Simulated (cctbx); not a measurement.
# Reading a Patterson map

Space group P2 (no. 3), a = 5.1930 Å, b = 8.4280 Å, c = 5.2410 Å, α = 90.00°, β = 93.18°, γ = 90.00°, content Te3 Ni1 Cr1 O12.

Simulated single-crystal data (cctbx): Mo Kα, λ = 0.71073 Å, to d = 0.6 Å, 80 % of the full sphere, strongest reflection 5000 counts, noise from counting, a 4 % proportional error and a noise floor of 2 counts (s.d.); no absorption, some extinction.

Patterson synthesis, origin scaled to 1000:

```text
Patterson group P 1 2/m 1
      u       v       w   height  length (A)
  0.000   0.000   0.000   1000.0     0.00
  0.500   0.500   0.500    705.4     5.53
  0.500   0.317   0.000    492.2     3.73
  0.000   0.193   0.500    486.8     3.08
  0.500   0.113   0.500    126.8     3.71
  0.195   0.000   0.332     72.1     1.97
  0.307   0.500   0.811     67.3     4.63
  0.306   0.500   0.171     64.1     4.57
  0.195   0.000   0.683     62.8     1.99
  0.307   0.335   0.320     56.8     3.61
  0.202   0.171   0.180     48.3     1.99
  0.208   0.172   0.838     47.3     2.02
  0.000   0.392   0.000     46.1     3.30
  0.295   0.329   0.651     32.4     3.70
```

**Question.** Which atom pairs make the peaks, and where is the heaviest atom?

A peak at u stands for all pairs with xi − xj = u, with weight Σ ZiZj against Σ Z² = 10240 at the origin. Peak heights follow these weights only roughly, since form factors, motion and series ripples differ, all vectors within 0.55 Å of a peak are counted as merged into it though the farther ones add only part of their weight, and F(000) is left out, which lowers the whole map:

| u | v | w | shortest length (Å) | height | 1000 ΣZiZj/ΣZ² | pairs in the cell |
| --- | --- | --- | --- | --- | --- | --- |
| 0.500 | 0.500 | 0.500 | 5.53 | 705 | 772 | 2 × Te–Te, 2 × Te–Cr |
| 0.500 | 0.317 | 0.000 | 3.73 | 492 | 528 | 1 × Te–Te, 1 × Te–Ni, 1 × Te–Cr |
| 0.000 | 0.193 | 0.500 | 3.08 | 487 | 566 | 1 × Te–Te, 1 × Te–Ni, 1 × Te–Cr, 6 × O–O |
| 0.500 | 0.113 | 0.500 | 3.71 | 127 | 142 | 1 × Te–Ni |
| 0.195 | 0.000 | 0.332 | 1.96 | 72 | 162 | 4 × Te–O |
| 0.307 | 0.500 | 0.811 | 4.63 | 67 | 162 | 4 × Te–O |
| 0.306 | 0.500 | 0.171 | 4.57 | 64 | 119 | 2 × Te–O, 2 × Cr–O |
| 0.195 | 0.000 | 0.683 | 1.99 | 63 | 162 | 2 × Te–O, 2 × Ni–O, 2 × Cr–O |
| 0.307 | 0.335 | 0.320 | 3.61 | 57 | 128 | 3 × Te–O, 1 × O–O |
| 0.202 | 0.171 | 0.180 | 1.99 | 48 | 122 | 2 × Te–O, 1 × Ni–O, 1 × Cr–O |

The table stops at ten peaks or at a height of 45, below which ripples compete. In the model behind the data Te, the heaviest element, has 3 independent sites: (1/2, 0.6031, 1/2), (0, 0.9301, 1/2) and (1/2, 0.4134, 0), up to an allowed shift of origin; the Te–Te vectors are differences of these positions and their symmetry mates. The whole model:

```csv
atom,mult.,x,y,z,Ueq (Å²)
Te1,1,1/2,0.6031,1/2,0.0062
Te2,1,0,0.9301,1/2,0.0043
Te3,1,1/2,0.4134,0,0.0074
Ni1,1,0,0.7160,0,0.0066
Cr1,1,0,0.1070,0,0.0063
O1,2,0.2539,0.2512,0.0852,0.0075
O2,2,0.2950,0.5759,0.1610,0.0087
O3,2,0.1884,0.9327,0.1857,0.0108
O4,2,0.6866,0.4284,0.3213,0.0086
O5,2,0.8181,0.0816,0.3067,0.0096
O6,2,0.8162,0.7615,0.3306,0.0112
```

This is a model crystal, built by substitution and not relaxed, with assumed displacement parameters.

[Logs are printed without paths, hosts, clocks, repeated set-up lines and the standing remarks that a program may print on its own settings, such as how far it seeks lower states.]
